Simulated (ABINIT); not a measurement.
Records of electronic-structure calculations.

```xyz
2
Lattice="0.000 2.916 2.917 2.916 0.000 2.917 2.916 2.917 0.000" Properties=species:S:1:pos:R:3 pbc="T T T" subject="Quasiparticle gap of CdS (Hawleyite) in ABINIT" method="RPA screening on PBE, plane waves, norm-conserving pseudopotentials (and 2 further levels or steps)" program="ABINIT 10.8.3" settings="cutoff 47 Ha, PseudoDojo scalar-relativistic 0.4.1 standard, norm-conserving, potential set dojo-sr-pbe-0.4.1-standard, ngkpt (4, 4, 4), nband 123, ecuteps 6.7 Ha, shiftk (0, 0, 0), symchi 1, awtr 1, frequency ppm, 4×4×4 k-mesh" cost="4 runs, 2.7 min in all on 4 MPI ranks of Arm Neoverse V1, shared host" notes="The program’s warnings: Neglecting <n,k|[Vnl,iqr]|m,k>. The cell and positions come from the Crystallography Open Database and are kept as given unless a step says otherwise. Limits: screening head approximate; no spin-orbit coupling. The 4×4×4 mesh is coarse for this cell, which bears on the long-range parts of exchange and screening." pbe_gap="1.14 eV, direct" g0w0_gap_on_the_mesh="2.07 eV" gw_settings="4×4×4 mesh, 123 bands, screening to 182.3 eV, Godby-Needs plasmon pole" known_limits="short of the basis limit; screening head approximate; no spin-orbit coupling; coarse k mesh"
Cd    0.000    0.000    0.000
S     1.458    1.458    1.458
```

[Long decimals in the printed logs are rounded to 6 places.]

[Logs are printed without paths, hosts, clocks, repeated set-up lines and the standing remarks that a program may print on its own settings, such as how far it seeks lower states.]

[Paths, hosts, dates, memory and timing lines, banners, echoed tables and standing remarks are left out of the program output; an Ansatz launch command may be rebuilt from the run's recorded settings. Measured values are a selection of at most five: reports struck by readers or far from the other reports are left out. None is set beside runs whose start may be inverted or whose files or cutoffs have a known fault.]

[Runs of the session that timed out or met a known fault of the program may be left out.]

[Hosts, paths, dates, database ids (printed as entryN), source tags and the programs' standing remarks are cut or masked in the printed files.]

[G0W0 gaps are taken among the corrected bands and points alone; a level outside them can change the order at an edge.]

[Where Ansatz stands beside ABINIT at settings called matched, ABINIT's density can come from a denser mesh and the files from another edition; pairs whose starting gaps differed by over 0.03 eV were left out, so agreement reads better than it is.]
